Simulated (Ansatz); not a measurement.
# Starting-point dependence of the GW gap of BaTiO3 (Pm-3m), part 2 of 2

Aim: G0W0 for BaTiO3 (Pm-3m) on several starting functionals, at one mesh, band count and screening cutoff.

Ansatz 0.2.0; G0W0 on several functionals, plane waves, PAW. Known limits of the many-body steps: not at the basis limit; no spin-orbit coupling.

So far. Step 2 (G0W0 on PBE): The gap on the mesh goes from 1.80 eV to 3.21 eV, a correction of +1.42 eV. Between the two edge states, bare exchange in place of the xc potential would open the gap by 12.66 eV, and correlation takes back 11.24 eV.

In doubt: masses and optical values from hybrid runs of this build are listed as unsure (steps 3, 4), which bears on the screening that GW takes from such a start.

## 3. G0W0 on HSE06

The same correction from a different start measures what one shot leaves open.

This step: G0W0 on HSE06, plane waves, PAW.

File input.yaml:

```yaml
crystal:
  lattice:
    - [4.006, 0.0, 0.0]
    - [0.0, 4.006, 0.0]
    - [0.0, 0.0, 4.006]
  atoms:
    - { symbol: Ba, position: [0.5, 0.5, 0.5] }
    - { symbol: Ti, position: [0.0, 0.0, 0.0] }
    - { symbol: O, position: [0.5, 0.0, 0.0] }
    - { symbol: O, position: [0.0, 0.5, 0.0] }
    - { symbol: O, position: [0.0, 0.0, 0.5] }
kpoints:
  mp_grid: { grid: [6, 6, 6] }
hamiltonian:
  xc: hse06
  pseudopotentials: { kind: paw, source: ansatz }
scf:
  occupations: { method: fixed }
gw:
  n_empty_bands: 382
  ecut_chi: 190.0
  qp_bands: [v2, c2]
  qp_kpoints: band_edges
  screening: { model: contour_deformation }
```

Launch:

```sh
$ ansatz run input.yaml --threads 4 --pin off --max-ram 138240MiB --backend cuda --events-out ev --progress --plain --runs-dir out --devices 1 --max-vram 26GiB
```

Numbers of over 12 decimals in the logs are rounded to 6 here.

The program printed:

```text
GPUs: using 1 of 1 available (devices: 1).
[...]
davidson cushion auto → on  (no smearing: the cushion is to keep the highest requested band from converging to the state above it; pin scf.eigensolver.cushion to override)
[...]
GPU FFT provider: cuFFT
GPU libraries: cuBLAS 13.8.2, cuFFT 12.4.0, cuSOLVER 12.3.4
Crystal: 5 atoms, lattice volume = 64.288 Å³
Basis set: ecut = 930 eV, 4139 PW (Γ)
Bands: 25, of which v1, the nominal top of the filled ones, is band 20 counted from 1 (19 counted from 0)
Symmetry: 48 space group operations
[...]
k-points: 20 of 216
[...]
GPU buffer pool allocated for 91125 grid points (all kernels)
[...]
SCF iter   1: F=—  HF=-10146.621167 eV  |F-HF|=—  |Δ(HF+E_count)|=         —  Δρ=9.40e-2  dr2=7.74e0  ethr=1.00e-1  ⟨swp⟩=5.8  Hψ=1563  notcnv=0
[...]
SCF iter   7: F=-10144.570014 eV  HF=-10144.570038 eV  |F-HF|=2.34e-5  |Δ(HF+E_count)|=   7.68e-5  Δρ=4.54e-4  dr2=5.73e-5  ethr=2.47e-6  ⟨swp⟩=4.7  Hψ=1588  notcnv=0
SCF 1 stopped early in 7 iterations: F = -10144.570014 eV  dr2 = 5.73e-5
[...]
GPU FFT provider: cuFFT
GPU libraries: cuBLAS 13.8.2, cuFFT 12.4.0, cuSOLVER 12.3.4
[...]
GPU buffer pool allocated for 91125 grid points (all kernels)
[...]
Free energy (F): -10148.528660 eV
Frozen-core exchange: fock
[...]
Internal energy: -10148.528660 eV  (E = F + TS)
E sigma→0 (E₀):  -10148.528660 eV
Fermi energy:    9.267319 eV
[...]
--- Band table (eV; the first three rows and the last of 20) ---
  k-point 0: bands = [... 16 lower, 8.0792, 9.1746, 9.1746, 9.1746, 12.4579, 12.4579]
  k-point 1: bands = [... 16 lower, 7.8704, 8.5075, 8.9828, 8.9828, 12.4933, 12.9907]
  k-point 2: bands = [... 16 lower, 7.4963, 7.5778, 8.6762, 8.6762, 12.5664, 13.9221]
  k-point 19: bands = [... 16 lower, 6.7888, 9.2673, 9.2673, 9.2673, 15.1591, 15.1591]
  guard bands above this table: 3 of the run's 25 bands. The solve was not asked for them (output.publish_guard_bands: true or output.eigenvalues: true publishes all)
[...]
0    19      9.1746   -26.0331     3.8115   -22.3035  0.7628     9.2564     9.2565  root
     0    20      9.1746   -26.0331     3.8115   -22.3035  0.7628     9.2564     9.2565  root
     0    21     12.4579   -12.0148    -6.2204   -18.6359  0.7697    12.8607    12.8587  root
     0    22     12.4579   -12.0148    -6.2204   -18.6359  0.7697    12.8607    12.8587  root
     1    19      8.9828   -25.8141     3.7696   -22.1193  0.7618     9.0575     9.0576  root
     1    20      8.9828   -25.8141     3.7696   -22.1193  0.7618     9.0575     9.0576  root
     1    21     12.4933   -12.0761    -6.2626   -18.7422  0.7685    12.8989    12.8969  root
     1    22     12.9907   -12.8270    -6.1964   -19.4371  0.7599    13.4066    13.4043  root
[...]
19    19      9.2673   -25.9182     4.1534   -21.8905  0.7527     9.3929     9.3932  root
    19    20      9.2673   -25.9182     4.1534   -21.8905  0.7527     9.3929     9.3932  root
    19    21     15.1591   -14.1776    -7.3739   -21.8921  0.7096    15.5023    15.4997  root
    19    22     15.1591   -14.1776    -7.3739   -21.8921  0.7096    15.5023    15.4997  root
```

Elapsed: 3 min, on 1 × NVIDIA H100 80GB HBM3 (shared by 3 runs) with 4 threads of AMD EPYC 7R13 (Zen 3), shared host; peak memory 3.3 GiB; 2.7 min of CPU time.

This step gave:

* bands summed: 402
* RPA ε∞ on this mesh (eigenvalues): 4.703, 4.703, 4.703
* plane waves in the screening matrix: 389
* q-points in the mesh: 216
* G0W0 gap on the mesh: 3.465 eV
* k of the valence top: -0.5, -0.5, -0.5
* k of the conduction bottom: 0, 0, 0
* starting gap on the mesh: 3.191 eV
* Z at the valence top: 0.7527
* Z at the conduction bottom: 0.7697
* least direct G0W0 gap on the computed points: 3.602 eV

Against the run with 6×6×6 mesh, 382 empty bands, screening to 190 eV, hard PAW files on PBE, the gap moves by +0.25 eV, while the start moved by +1.39 eV.

## 4. G0W0 on PBE0

This step: G0W0 on PBE0, plane waves, PAW.

Edit input.yaml of step 3 so:

```diff
@@ -14,3 +14,3 @@
 hamiltonian:
-  xc: hse06
+  xc: pbe0
   pseudopotentials: { kind: paw, source: ansatz }
```

The program printed:

```text
GPUs: using 1 of 1 available (devices: 1).
[...]
GPU FFT provider: cuFFT
GPU libraries: cuBLAS 13.8.2, cuFFT 12.4.0, cuSOLVER 12.3.4
Crystal: 5 atoms, lattice volume = 64.288 Å³
Basis set: ecut = 930 eV, 4139 PW (Γ)
Bands: 25, of which v1, the nominal top of the filled ones, is band 20 counted from 1 (19 counted from 0)
Symmetry: 48 space group operations
[...]
k-points: 20 of 216
[...]
1    21     12.8443   -12.0578    -6.1154   -18.3561  0.7823    13.0276    13.0272  root
     1    22     13.3528   -12.7945    -6.0544   -19.0360  0.7745    13.5402    13.5398  root
[...]
19    19      8.8763   -25.9236     4.0072   -22.2955  0.7675     9.2537     9.2553  root
    19    20      8.8763   -25.9236     4.0072   -22.2955  0.7675     9.2537     9.2553  root
    19    21     15.5495   -14.1713    -7.1605   -21.4755  0.7297    15.6935    15.6932  root
    19    22     15.5495   -14.1713    -7.1605   -21.4755  0.7297    15.6935    15.6932  root
[key lines of the parts left out:]
Free energy (F): -10148.024711 eV
Fermi energy:    8.876318 eV
```

Elapsed: 2.6 min, on 1 × NVIDIA H100 80GB HBM3 (shared by 3 runs) with 4 threads; peak memory 3.3 GiB.

This step gave:

```
bands summed                                 : 402
RPA ε∞ on this mesh (eigenvalues)            : 4.364, 4.364, 4.364
plane waves in the screening matrix          : 389
G0W0 gap on the mesh                         : 3.733 eV
k of the valence top                         : -0.5, -0.5, -0.5
k of the conduction bottom                   : 0, 0, 0
starting gap on the mesh                     : 3.932 eV
least direct G0W0 gap on the computed points : 3.860 eV
```

Against the run with 6×6×6 mesh, 382 empty bands, screening to 190 eV, hard PAW files on HSE06, the gap moves by +0.27 eV, while the start moved by +0.74 eV.

## 5. The starts together

All on the 6×6×6 mesh with 382 empty bands and screening to 190 eV. Times are wall times on 1 × NVIDIA H100 80GB HBM3 (shared by 3 runs) with 4 threads of AMD EPYC 7R13 (Zen 3), shared host. The host was busy with other work, so they are no guide to cost.

| start | starting gap (eV) | shift (eV) | G0W0 gap (eV) | RPA ε∞ (harmonic mean) | Z (valence, conduction) | time |
| --- | --- | --- | --- | --- | --- | --- |
| PBE | 1.80 | +1.42 | 3.21 | 6.49 | 0.71, 0.73 | 63 s |
| HSE06 | 3.19 | +0.27 | 3.47 | 4.70 | 0.75, 0.77 | 3 min |
| PBE0 | 3.93 | −0.20 | 3.73 | 4.36 | 0.77, 0.78 | 2.6 min |

How the two edges are built up, in eV (the quasiparticle level is the starting level plus Σx plus Σc less Vxc):

| run | edge | start | Σx | Σc | Vxc | Z | QP |
| --- | --- | --- | --- | --- | --- | --- | --- |
| PBE | valence top | 10.29 | -25.84 | 4.59 | -20.78 | 0.70 | 9.82 |
| PBE | conduction bottom | 12.09 | -12.66 | -6.65 | -20.26 | 0.73 | 13.03 |
| HSE06 | valence top | 9.27 | -25.92 | 4.15 | -21.89 | 0.75 | 9.39 |
| HSE06 | conduction bottom | 12.46 | -12.01 | -6.22 | -18.64 | 0.77 | 12.86 |
| PBE0 | valence top | 8.88 | -25.92 | 4.01 | -22.30 | 0.77 | 9.26 |
| PBE0 | conduction bottom | 12.81 | -12.00 | -6.07 | -18.25 | 0.78 | 12.99 |

For a hybrid start, Vxc holds its share of exact exchange.

## 6. What came out

```json
{
  "G0W0@PBE": "3.21 eV (start 1.80 eV)",
  "G0W0@HSE06": "3.47 eV (start 3.19 eV)",
  "G0W0@PBE0": "3.73 eV (start 3.93 eV)",
  "known limits": "not at the basis limit; no spin-orbit coupling"
}
```

In words: The starting gaps span 2.13 eV and the G0W0 gaps 0.52 eV. Between PBE and PBE0, 0.52 eV of the 2.13 eV survives, 24 %. PBE0 screens less than PBE (ε∞ 4.36 against 6.49). Of the 0.52 eV by which its G0W0 gap is higher, the correlation part gives +1.16 eV, and exchange with the one-particle terms, which follow the orbitals, −0.64 eV. On PBE0 the correction is negative: that start lies above its own G0W0 value. The smallest correction, −0.20 eV, is on PBE0, the start nearest to reproducing itself, though another is as near within the errors. Bands and cutoff are finite, so the gap is not at the basis limit. The miss can reach some tenths of an eV and take either sign; the mesh is an error of its own. This is the ideal cubic cell; many perovskites, halides above all, are cubic only on average, and local tilts or off-centring can widen the gap. The many-body steps are scalar-relativistic: spin-orbit coupling is not in them.

[Paths, hosts, dates, memory and timing lines, banners, echoed tables and standing remarks are left out of the program output.]

[Logs are printed without paths, hosts, clocks, repeated set-up lines and the standing remarks that a program may print on its own settings, such as how far it seeks lower states.]

[Runs of the session that timed out or met a known fault of the program may be left out.]

[Cells called generated may have been cut or substituted from an entry of the Crystallography Open Database or the Materials Project.]

[Hosts, paths, dates, database ids (printed as entryN), source tags and the programs' standing remarks are cut or masked in the printed files.]
